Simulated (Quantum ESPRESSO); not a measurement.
## Collinear magnetic orders of KNi2S2 with Quantum ESPRESSO

A self-consistent run ends on one state, which hangs on the start. Several orders of KNi2S2 are started in Quantum ESPRESSO and their energies compared.

Calculated with Quantum ESPRESSO 7.5; PBEsol with U = 6 eV on Ni d (ortho-atomic projectors); plane waves with GBRV 1.5 PBEsol potentials, no spin-orbit coupling.

### 1. The starting structure

Symmetry: I4/mmm, No. 139, tetragonal system. Conventional cell: a = 3.791 Å, b = 3.791 Å, c = 12.829 Å, α = 90.00°, β = 90.00°, γ = 90.00°. K has 8 S at 3.23 Å nearest. Nearest to Ni lie 4 S at 2.36 Å. Nearest to S lie 4 Ni at 2.36 Å and 4 K at 3.23 Å. Farther neighbours and most contacts between anions are not listed.

The cell comes from the Crystallography Open Database.

### 2. Start 1: ferro ++

The signs are those of the starting moments on the seeded atoms, the atoms that are given a moment.

Input file pw.in:

```
&CONTROL
  calculation = 'scf'
  prefix = 'pwscf'
  outdir = './tmp'
  pseudo_dir = './pseudo'
  disk_io = 'nowf'
/
&SYSTEM
  ibrav = 0
  nat = 5
  ntyp = 3
  ecutwfc = 40
  ecutrho = 280
  nbnd = 40
  occupations = 'smearing'
  smearing = 'fd'
  degauss = 0.00367493
  nspin = 2
  starting_magnetization(1) = 0
  starting_magnetization(2) = 0.1111
  starting_magnetization(3) = 0
/
&ELECTRONS
  conv_thr = 1d-08
  electron_maxstep = 150
  mixing_beta = 0.3
/
ATOMIC_SPECIES
K      39.0983 k_pbesol_v1.4.uspp.F.UPF
Ni     58.6934 ni_pbesol_v1.4.uspp.F.UPF
S      32.0600 s_pbesol_v1.4.uspp.F.UPF
CELL_PARAMETERS angstrom
  -1.8955000000    1.8955000000    6.4145000000
   1.8955000000   -1.8955000000    6.4145000000
   1.8955000000    1.8955000000   -6.4145000000
ATOMIC_POSITIONS crystal
K       0.0000000000    0.0000000000    0.0000000000
Ni      0.7500000000    0.2500000000    0.5000000000
Ni      0.2500000000    0.7500000000    0.5000000000
S       0.3600000000    0.3600000000    0.0000000000
S       0.6400000000    0.6400000000    0.0000000000
K_POINTS automatic
8 8 8 0 0 0
HUBBARD {ortho-atomic}
U Ni-3d 6.0000
```

Run with:

```bash
$ OMP_NUM_THREADS=1 mpirun -n 4 pw.x -nk 4 -in pw.in > pw.out
```

Output:

```text
Program PWSCF v.7.5 starts

     Message from routine setup:
     using ibrav=0 with symmetry is DISCOURAGED, use correct ibrav instead

     K-points division:     npool     =       4
     Subspace diagonalization in iterative solution of the eigenvalue problem:

     G-vector sticks info
     --------------------
     sticks:   dense  smooth     PW     G-vecs:    dense   smooth      PW
     Sum        2715    1565    561                49161    21333    4557

     Using Slab Decomposition

     bravais-lattice index     =            0
     lattice parameter (alat)  =      13.1376  a.u.
     unit-cell volume          =     622.1097 (a.u.)^3
     number of atoms/cell      =            5
     number of atomic types    =            3
     number of electrons       =        57.00
     number of Kohn-Sham states=           40
     kinetic-energy cutoff     =      40.0000  Ry
     charge density cutoff     =     280.0000  Ry
     scf convergence threshold =      1.0E-08
     mixing beta               =       0.3000
     number of iterations used =            8  plain     mixing
     Exchange-correlation= SLA  PW   PSX  PSC
                           (   1   4  10   8   0   0   0)
     Hubbard projectors: ortho-atomic
     Hubbard parameters of DFT+U (Dudarev formulation) in eV:
     U(Ni-3d) =  6.0000

     Internal variables: lda_plus_u =T, lda_plus_u_kind = 0

     Internal variables: orbital_resolved =F, hub_pot_fix =F, apply_U = F

     celldm(1)=  13.137559  celldm(2)=   0.000000  celldm(3)=   0.000000
     celldm(4)=   0.000000  celldm(5)=   0.000000  celldm(6)=   0.000000

     crystal axes: (cart. coord. in units of alat)
               a(1) = (  -0.272652   0.272652   0.922671 )
               a(2) = (   0.272652  -0.272652   0.922671 )
               a(3) = (   0.272652   0.272652  -0.922671 )

     reciprocal axes: (cart. coord. in units 2 pi/alat)
               b(1) = ( -0.000000  1.833842  0.541905 )
               b(2) = (  1.833842 -0.000000  0.541905 )
               b(3) = (  1.833842  1.833842  0.000000 )

     PseudoPot. # 1 for K  read from file:
     k_pbesol_v1.4.uspp.F.UPF
     Pseudo is Ultrasoft + core correction, Zval =  9.0
     Generated by new atomic code, or converted to UPF format
     Using radial grid of  841 points,  6 beta functions with:
                l(1) =   0
                l(2) =   0
                l(3) =   1
                l(4) =   1
                l(5) =   2
                l(6) =   2
     Q(r) pseudized with  6 coefficients,  rinner =    1.500   1.500   1.500
                                                       1.500   1.500

     PseudoPot. # 2 for Ni read from file:
     ni_pbesol_v1.4.uspp.F.UPF
     Pseudo is Ultrasoft + core correction, Zval = 18.0
     Generated by new atomic code, or converted to UPF format
     Using radial grid of  865 points,  6 beta functions with:
                l(1) =   0
                l(2) =   0
                l(3) =   1
                l(4) =   1
                l(5) =   2
                l(6) =   2
     Q(r) pseudized with 10 coefficients,  rinner =    0.980   0.980   0.980
                                                       0.980   0.980

     PseudoPot. # 3 for S  read from file:
     s_pbesol_v1.4.uspp.F.UPF
     Pseudo is Ultrasoft + core correction, Zval =  6.0
     Generated by new atomic code, or converted to UPF format
     Using radial grid of  907 points,  6 beta functions with:
                l(1) =   0
                l(2) =   0
                l(3) =   1
                l(4) =   1
                l(5) =   2
                l(6) =   2
     Q(r) pseudized with  8 coefficients,  rinner =    1.300   1.300   1.300
                                                       1.300   1.300

     atomic species   valence    mass     pseudopotential
     K                 9.00    39.09830     K ( 1.00)
     Ni               18.00    58.69340     Ni( 1.00)
     S                 6.00    32.06000     S ( 1.00)

     Starting magnetic structure
     atomic species   magnetization
     K               0.000
     Ni              0.111
     S               0.000

     16 Sym. Ops., with inversion, found

   Cartesian axes

     site n.     atom                  positions (alat units)
         1        K      tau(   1) = (   0.0000000   0.0000000   0.0000000  )
         2        Ni     tau(   2) = (   0.0000000   0.2726516   0.4613356  )
         3        Ni     tau(   3) = (   0.2726516   0.0000000   0.4613356  )
         4        S      tau(   4) = (   0.0000000  -0.0000000   0.6643233  )
         5        S      tau(   5) = (   0.0000000   0.0000000   1.1810192  )

     number of k points=    59  Fermi-Dirac smearing, width (Ry)=  0.0037
                       cart. coord. in units 2pi/alat
        k(    1) = (   0.0000000   0.0000000   0.0000000), wk =   0.0019531
        k(    2) = (   0.2292303   0.2292303   0.0000000), wk =   0.0078125
        k(    3) = (   0.4584606   0.4584606   0.0000000), wk =   0.0078125
        k(    4) = (   0.6876909   0.6876909   0.0000000), wk =   0.0078125
        k(    5) = (  -0.9169212  -0.9169212   0.0000000), wk =   0.0039062
        [... 54 further k-points ...]

     Dense  grid:    49161 G-vectors     FFT dimensions: (  72,  72,  72)

     Smooth grid:    21333 G-vectors     FFT dimensions: (  54,  54,  54)

     Check: negative core charge=   -0.000007
     Generating pointlists ...
     new r_m :   0.1915 (alat units)  2.5153 (a.u.) for type    1
     new r_m :   0.1402 (alat units)  1.8421 (a.u.) for type    2
     new r_m :   0.1402 (alat units)  1.8421 (a.u.) for type    3

     Initial potential from superposition of free atoms

     starting charge      52.4963, renormalised to      57.0000

     STARTING HUBBARD OCCUPATIONS:

     =================== HUBBARD OCCUPATIONS ===================
     ------------------------ ATOM    2 ------------------------
     Tr[ns(  2)] (up, down, total) =   5.00000  3.00000  8.00000
     Atomic magnetic moment for atom   2 =   2.00000
     [... lines left out ...]
     ------------------------ ATOM    3 ------------------------
     Tr[ns(  3)] (up, down, total) =   5.00000  3.00000  8.00000
     Atomic magnetic moment for atom   3 =   2.00000
     [... lines left out ...]
     Number of occupied Hubbard levels =   16.0000

     Atomic wfc used for Hubbard projectors are orthogonalized

     Starting wfcs are   42 randomized atomic wfcs

     Self-consistent Calculation

     iteration #  1     ecut=    40.00 Ry     beta= 0.30
     Davidson diagonalization with overlap
     ethr =  1.00E-02,  avg # of iterations =  7.5

     =================== HUBBARD OCCUPATIONS ===================
     ------------------------ ATOM    2 ------------------------
     Tr[ns(  2)] (up, down, total) =   1.76515  0.69881  2.46397
     Atomic magnetic moment for atom   2 =   1.06634
     [... lines left out ...]
     ------------------------ ATOM    3 ------------------------
     Tr[ns(  3)] (up, down, total) =   1.76515  0.69881  2.46397
     Atomic magnetic moment for atom   3 =   1.06634
     [... lines left out ...]
     Number of occupied Hubbard levels =    4.9279

     total energy              =    -764.46463259 Ry
     estimated scf accuracy    <      81.21306253 Ry

     total magnetization       =     1.94 Bohr mag/cell
     absolute magnetization    =     2.44 Bohr mag/cell

     iteration #  2     ecut=    40.00 Ry     beta= 0.30
     Davidson diagonalization with overlap
     ethr =  1.00E-02,  avg # of iterations =  4.7

     total energy              =    -787.14250819 Ry
     estimated scf accuracy    <      52.21682235 Ry

     total magnetization       =     0.25 Bohr mag/cell
     absolute magnetization    =     0.29 Bohr mag/cell

     iteration #  3     ecut=    40.00 Ry     beta= 0.30
     Davidson diagonalization with overlap
     ethr =  1.00E-02,  avg # of iterations =  2.2

     total energy              =    -789.18295722 Ry
     estimated scf accuracy    <       9.23217731 Ry

     total magnetization       =     0.61 Bohr mag/cell
     absolute magnetization    =     0.65 Bohr mag/cell

     [... further iterations left out ...]

     iteration # 19     ecut=    40.00 Ry     beta= 0.30
     Davidson diagonalization with overlap
     ethr =  7.70E-09,  avg # of iterations =  4.5

     total energy              =    -790.86900228 Ry
     estimated scf accuracy    <       0.00000068 Ry

     total magnetization       =     3.00 Bohr mag/cell
     absolute magnetization    =     3.17 Bohr mag/cell

     iteration # 20     ecut=    40.00 Ry     beta= 0.30
     Davidson diagonalization with overlap
     ethr =  1.19E-09,  avg # of iterations =  3.8

     total energy              =    -790.86900281 Ry
     estimated scf accuracy    <       0.00000097 Ry

     total magnetization       =     3.00 Bohr mag/cell
     absolute magnetization    =     3.17 Bohr mag/cell

     iteration # 21     ecut=    40.00 Ry     beta= 0.30
     Davidson diagonalization with overlap
     ethr =  1.19E-09,  avg # of iterations =  1.0

     total energy              =    -790.86900314 Ry
     estimated scf accuracy    <       0.00000013 Ry

     total magnetization       =     3.00 Bohr mag/cell
     absolute magnetization    =     3.17 Bohr mag/cell

     iteration # 22     ecut=    40.00 Ry     beta= 0.30
     Davidson diagonalization with overlap
     ethr =  2.28E-10,  avg # of iterations =  2.4

     Magnetic moment per site  (integrated on atomic sphere of radius R)
     atom   1 (R=0.191)  charge=  7.9571  magn=  0.0177
     atom   2 (R=0.140)  charge= 16.3879  magn=  1.1296
     atom   3 (R=0.140)  charge= 16.3879  magn=  1.1296
     atom   4 (R=0.140)  charge=  3.9583  magn=  0.2640
     atom   5 (R=0.140)  charge=  3.9583  magn=  0.2640

     End of self-consistent calculation

     =================== HUBBARD OCCUPATIONS ===================
     ------------------------ ATOM    2 ------------------------
     Tr[ns(  2)] (up, down, total) =   4.88246  3.76787  8.65034
     Atomic magnetic moment for atom   2 =   1.11459
     [... lines left out ...]
     ------------------------ ATOM    3 ------------------------
     Tr[ns(  3)] (up, down, total) =   4.88246  3.76787  8.65034
     Atomic magnetic moment for atom   3 =   1.11459
     [... lines left out ...]
     Number of occupied Hubbard levels =   17.3007

     Number of k-points >= 100: set verbosity='high' to print the bands.

     the Fermi energy is     8.5098 ev

!    total energy              =    -790.86900343 Ry
     estimated scf accuracy    <          6.0E-09 Ry
     smearing contrib. (-TS)   =      -0.00230429 Ry
     internal energy E=F+TS    =    -790.86669913 Ry

     The total energy is F=E-TS. E is the sum of the following terms:
     one-electron contribution =    -744.02168861 Ry
     hartree contribution      =     394.52618594 Ry
     xc contribution           =     -96.29568777 Ry
     ewald contribution        =    -345.49353848 Ry
     Hubbard energy            =       0.41802979 Ry

     total magnetization       =     3.00 Bohr mag/cell
     absolute magnetization    =     3.17 Bohr mag/cell

     convergence has been achieved in  22 iterations

=------------------------------------------------------------------------------=
   JOB DONE.
=------------------------------------------------------------------------------=
```

It took 4.9 min on 4 MPI ranks of Arm Neoverse V2, shared host; peak memory 0.96 GiB.

Spin moment in the atom's sphere by atom:

```tsv
atom	spin moment in the atom's sphere (μB)
K1	0.02
Ni2	1.13
Ni3	1.13
S4	0.26
S5	0.26
```

This step gave:

- smearing term TS: 0.03135 eV
- magnetization: 2.999 μB
- absolute magnetization: 3.168 μB
- final state: ferromagnetic

[end of part 1 of 2]

[Logs and program files are shortened in this print: banners, set-up blocks, solver, clock and traceback lines can be left out without a mark of their own.]

[Logs are printed without paths, hosts, clocks, repeated set-up lines and the standing remarks that a program may print on its own settings, such as how far it seeks lower states.]

[Hosts, paths, dates, database ids (printed as entryN), source tags and the programs' standing remarks are cut or masked in the printed files.]

[Where a cell is said to come from a database of computed structures, the database is the Materials Project.]
